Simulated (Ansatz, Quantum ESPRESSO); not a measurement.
# In chain with one atom pushed 1.0 Å aside at constant bond length: ballistic transmission, part 3 of 4

How well does the junction conduct in the ballistic limit? It is: In chain with one atom pushed 1.0 Å aside at constant bond length.

Quantum ESPRESSO 7.5; plane-wave DFT, PBE, GBRV ultrasoft pseudopotentials; cross-check by Ansatz 0.2.0 with PAW datasets.

So far. Step 2 (Ground state): The run needed 16 iterations to bring the estimated error under 1e-07 Ry; the largest force on any atom, held or free, is 0.16 eV/Å. Step 3 (Transmission with pwcond.x): At no point does T exceed the number of channels.

## 4. The open system, with nz1 = 11

Level of this step: transmission by pwcond, lead and junction from one cell; plane-wave DFT, PBE, GBRV ultrasoft pseudopotentials (Quantum ESPRESSO).

A sensitivity test on the input.

Contents of cond.w.in:

```
&inputcond
  outdir = './out'
  prefixt = 'scf'
  tran_file = 'cond.w.dat'
  bdl = 0.7866666667
  bds = 4.2800900840
  ikind = 1
  ewind = 4.0
  epsproj = 1e-05
  nz1 = 11
  energy0 = 2.0
  denergy = -0.1
/
1
  0.00000000 0.00000000 1.00000000
41
```

Run with:

```bash
> OMP_NUM_THREADS=1 mpirun -n 4 pwcond.x -in cond.w.in > cond.w.out
```

The log of the run:

```text
[banner, memory and clock lines left out]
Program PWCOND v.7.5 starts
[citation notice left out]

[...]
./out/scf.save/

[...]
negative rho (up, down):  5.539E-03 0.000E+00
     Reading collected, re-writing distributed wavefunctions

===== INPUT FILE containing all the regions =====

     GEOMETRY:

     lattice parameter (alat)  =      14.1729  a.u.
     the volume                =   12185.2179 (a.u.)^3
     the cross section         =     200.8724 (a.u.)^2
     l of the unit cell        =       4.2801 (alat)
     number of atoms/cell      =           11
     number of atomic types    =            1

     crystal axes: (cart. coord. in units of alat)
               a(1) = (  1.0000  0.0000  0.0000 )
               a(2) = (  0.0000  1.0000  0.0000 )
               a(3) = (  0.0000  0.0000  4.2801 )

   Cartesian axes

     site n.     atom                  positions (alat units)
          1        In     tau(  1)=(  0.5000  0.5000  4.2801  )
          2        In     tau(  2)=(  0.5000  0.5000  0.3933  )
          3        In     tau(  3)=(  0.5000  0.5000  0.7867  )
          4        In     tau(  4)=(  0.5000  0.5000  1.1800  )
          5        In     tau(  5)=(  0.5000  0.5000  1.5733  )
          6        In     tau(  6)=(  0.6333  0.5000  1.9434  )
          7        In     tau(  7)=(  0.5000  0.5000  2.3134  )
          8        In     tau(  8)=(  0.5000  0.5000  2.7068  )
          9        In     tau(  9)=(  0.5000  0.5000  3.1001  )
         10        In     tau( 10)=(  0.5000  0.5000  3.4934  )
         11        In     tau( 11)=(  0.5000  0.5000  3.8868  )

     nr1s                      =           54
     nr2s                      =           54
     nr3s                      =          225
     nr1sx                     =           54
     nr2sx                     =           54
     nr3sx                     =          225
     nr1                       =           60
     nr2                       =           60
     nr3                       =          256
     nr1x                      =           60
     nr2x                      =           60
     nr3x                      =          256

 _______________________________
  Radii of nonlocal spheres:

     type       ibeta     ang. mom.          radius (alat units)
       In         1         0                    0.1706
       In         2         0                    0.1706
       In         3         1                    0.1706
       In         4         1                    0.1706
       In         5         2                    0.1706
       In         6         2                    0.1706
----- General information -----

--- T calc. with identical leads (ikind=1) ---

     nrx                       =           54
     nry                       =           54
     nz1                       =           11

     energy0               =         2.0E+00
     denergy               =        -1.0E-01
     nenergy               =         41
     ecut2d                =         3.4E+01
     ewind                 =         4.0E+00
     epsproj               =         1.0E-05

     number of k_|| points=    1
                       cryst. coord.
        k(    1) = (   0.0000000   0.0000000), wk =   1.0000000
----- Information about left/right lead -----

     nocros                   =           18
     noins                    =           18
     norb                     =           54
     norbf                    =          180
     nrz                      =           41

      iorb      type   ibeta   ang. mom.   m       position (alat)
        1        1       1        0        1   taunew(   1)=(  0.5000  0.5000  0.0000)
        2        1       2        0        1   taunew(   2)=(  0.5000  0.5000  0.0000)
[...]
54        1       6        2        5   taunew(  54)=(  0.5000  0.5000  0.7867)
    k slab    z(k)  z(k+1)     crossing(iorb=1,norb)
    1   0.0000 0.0192 0.0192   111111111111111111000000000000000000000000000000000000
    2   0.0192 0.0384 0.0192   111111111111111111000000000000000000000000000000000000
[...]
41   0.7675 0.7867 0.0192   000000000000000000000000000000000000111111111111111111
----- Information about scattering region -----

     noins                    =          144
     norb                     =          180
     norbf                    =          180
     nrz                      =          184

      iorb      type   ibeta   ang. mom.   m       position (alat)
        1        1       1        0        1   taunew(   1)=(  0.5000  0.5000 -0.0000)
        2        1       2        0        1   taunew(   2)=(  0.5000  0.5000 -0.0000)
[...]
180        1       6        2        5   taunew( 180)=(  0.5000  0.5000  3.4934)
 ngper, shell number =          545          70
 ngper, n2d =          545         234
---  E-Ef =    2.0000000  k =    0.0000000   0.0000000
---  ie =          1  ik =          1
 Nchannels of the left tip =            3
 Right moving states:
   k1(2pi/a)   k2(2pi/a)   E-Ef (eV)
  -0.3119922   0.0000009   2.0000000
  -0.3123725   0.0000007   2.0000000
   0.3175633  -0.0000061   2.0000000
 Left moving states:
   k1(2pi/a)   k2(2pi/a)   E-Ef (eV)
   0.3119922   0.0000009   2.0000000
   0.3123725   0.0000007   2.0000000
  -0.3175633  -0.0000061   2.0000000

 to transmit
 Band j to band i transmissions and reflections:
    j         i     |T_ij|^2    |R_ij|^2

    1 -->     1     0.99986     0.00014
    1 -->     2     0.00000     0.00000
    1 -->     3     0.00000     0.00000
   Total T_j, R_j =    0.99986  0.00014

    2 -->     1     0.00000     0.00000
    2 -->     2     0.18176     0.52754
    2 -->     3     0.17885     0.11185
   Total T_j, R_j =    0.36061  0.63939

    3 -->     1     0.00000     0.00000
    3 -->     2     0.17663     0.11185
    3 -->     3     0.67361     0.03790
   Total T_j, R_j =    0.85024  0.14975

E-Ef(ev), T(x2 spins) =    2.0000000   4.4214237
---  E-Ef =    1.9000000  k =    0.0000000   0.0000000
---  ie =          2  ik =          1
 Nchannels of the left tip =            3
 Right moving states:
   k1(2pi/a)   k2(2pi/a)   E-Ef (eV)
   0.3097269  -0.0000061   1.9000000
  -0.3298339   0.0000009   1.9000000
  -0.3302154   0.0000006   1.9000000
 Left moving states:
   k1(2pi/a)   k2(2pi/a)   E-Ef (eV)
  -0.3097269  -0.0000061   1.9000000
   0.3298339   0.0000009   1.9000000
   0.3302154   0.0000006   1.9000000

 to transmit
 Band j to band i transmissions and reflections:
    j         i     |T_ij|^2    |R_ij|^2

    1 -->     1     0.60250     0.04554
    1 -->     2     0.00000     0.00000
    1 -->     3     0.28860     0.06335
   Total T_j, R_j =    0.89111  0.10889

    2 -->     1     0.00000     0.00000
    2 -->     2     0.99987     0.00013
    2 -->     3     0.00000     0.00000
   Total T_j, R_j =    0.99987  0.00013

    3 -->     1     0.28840     0.06335
    3 -->     2     0.00000     0.00000
    3 -->     3     0.29058     0.35768
   Total T_j, R_j =    0.57897  0.42103

E-Ef(ev), T(x2 spins) =    1.9000000   4.9399096
---  E-Ef =    1.8000000  k =    0.0000000   0.0000000
---  ie =          3  ik =          1
 Nchannels of the left tip =            3
 Right moving states:
   k1(2pi/a)   k2(2pi/a)   E-Ef (eV)
   0.3018507  -0.0000062   1.8000000
  -0.3478999   0.0000009   1.8000000
  -0.3482840   0.0000006   1.8000000
 Left moving states:
   k1(2pi/a)   k2(2pi/a)   E-Ef (eV)
  -0.3018507  -0.0000062   1.8000000
   0.3478999   0.0000009   1.8000000
   0.3482840   0.0000006   1.8000000

 to transmit
 Band j to band i transmissions and reflections:
    j         i     |T_ij|^2    |R_ij|^2

    1 -->     1     0.53108     0.04851
    1 -->     2     0.00000     0.00000
    1 -->     3     0.38687     0.03354
   Total T_j, R_j =    0.91794  0.08206

    2 -->     1     0.00000     0.00000
    2 -->     2     0.99990     0.00010
    2 -->     3     0.00000     0.00000
   Total T_j, R_j =    0.99990  0.00010

    3 -->     1     0.38760     0.03354
    3 -->     2     0.00000     0.00000
    3 -->     3     0.34627     0.23259
   Total T_j, R_j =    0.73387  0.26613

E-Ef(ev), T(x2 spins) =    1.8000000   5.3034218
[... further energies and points left out ...]
---  E-Ef =   -1.8000000  k =    0.0000000   0.0000000
---  ie =         39  ik =          1
 Nchannels of the left tip =            0
 Right moving states:
   k1(2pi/a)   k2(2pi/a)   E-Ef (eV)
 Left moving states:
   k1(2pi/a)   k2(2pi/a)   E-Ef (eV)

 to transmit
          E-Ef(ev), T =   -1.8000000   0.0000000
---  E-Ef =   -1.9000000  k =    0.0000000   0.0000000
---  ie =         40  ik =          1
 Nchannels of the left tip =            0
 Right moving states:
   k1(2pi/a)   k2(2pi/a)   E-Ef (eV)
 Left moving states:
   k1(2pi/a)   k2(2pi/a)   E-Ef (eV)

 to transmit
          E-Ef(ev), T =   -1.9000000   0.0000000
---  E-Ef =   -2.0000000  k =    0.0000000   0.0000000
---  ie =         41  ik =          1
 Nchannels of the left tip =            0
 Right moving states:
   k1(2pi/a)   k2(2pi/a)   E-Ef (eV)
 Left moving states:
   k1(2pi/a)   k2(2pi/a)   E-Ef (eV)

 to transmit
          E-Ef(ev), T =   -2.0000000   0.0000000
   T_tot     2.00000      0.44214E+01
   T_tot     1.90000      0.49399E+01
   T_tot     1.80000      0.53034E+01
   T_tot     1.70000      0.55291E+01
   T_tot     1.60000      0.56636E+01
   T_tot     1.50000      0.57407E+01
   T_tot     1.40000      0.57808E+01
   T_tot     1.30000      0.57962E+01
   T_tot     1.20000      0.57943E+01
   T_tot     1.10000      0.57795E+01
   T_tot     1.00000      0.57434E+01
   T_tot     0.90000      0.57159E+01
   T_tot     0.80000      0.56723E+01
   T_tot     0.70000      0.56190E+01
   T_tot     0.60000      0.55560E+01
   T_tot     0.50000      0.54826E+01
   T_tot     0.40000      0.53996E+01
   T_tot     0.30000      0.53121E+01
   T_tot     0.20000      0.52310E+01
   T_tot     0.10000      0.51575E+01
   T_tot    -0.00000      0.50219E+01
   T_tot    -0.10000      0.46006E+01
   T_tot    -0.20000      0.79160E+00
   T_tot    -0.30000      0.11946E+01
   T_tot    -0.40000      0.14171E+01
   T_tot    -0.50000      0.15547E+01
   T_tot    -0.60000      0.16453E+01
   T_tot    -0.70000      0.17077E+01
   T_tot    -0.80000      0.17520E+01
   T_tot    -0.90000      0.17837E+01
   T_tot    -1.00000      0.18048E+01
   T_tot    -1.10000      0.18119E+01
   T_tot    -1.20000      0.17751E+01
   T_tot    -1.30000      0.00000E+00
   T_tot    -1.40000      0.00000E+00
   T_tot    -1.50000      0.00000E+00
   T_tot    -1.60000      0.00000E+00
   T_tot    -1.70000      0.00000E+00
   T_tot    -1.80000      0.00000E+00
   T_tot    -1.90000      0.00000E+00
   T_tot    -2.00000      0.00000E+00

[...]
```

Wall time 7.6 min (4 MPI ranks of Arm Neoverse V2, shared host); peak memory 0.69 GiB.

Beside the run it was changed from:

```
                                  quantity  this run  unchanged run  difference
 transmission at the Fermi level, one spin     2.511          2.511      1.3e-4
lead channels at the Fermi level, one spin         3              3           0
                             wall time (s)       456            428
```

Over all energies T moves by up to 2.5e-4, at -0.1 eV.

The physical values in this table stay within 0.05 %.

[end of part 3 of 4]

[Logs are printed without paths, hosts, clocks, repeated set-up lines and the standing remarks that a program may print on its own settings, such as how far it seeks lower states.]

[Hosts, paths, dates, database ids (printed as entryN), source tags and the programs' standing remarks are cut or masked in the printed files.]

[Maps of the electrostatic potential energy from Ansatz leave out the sawtooth potential of an applied field or a dipole correction, so their vacuum need not be flat; planar profiles and work functions include it.]
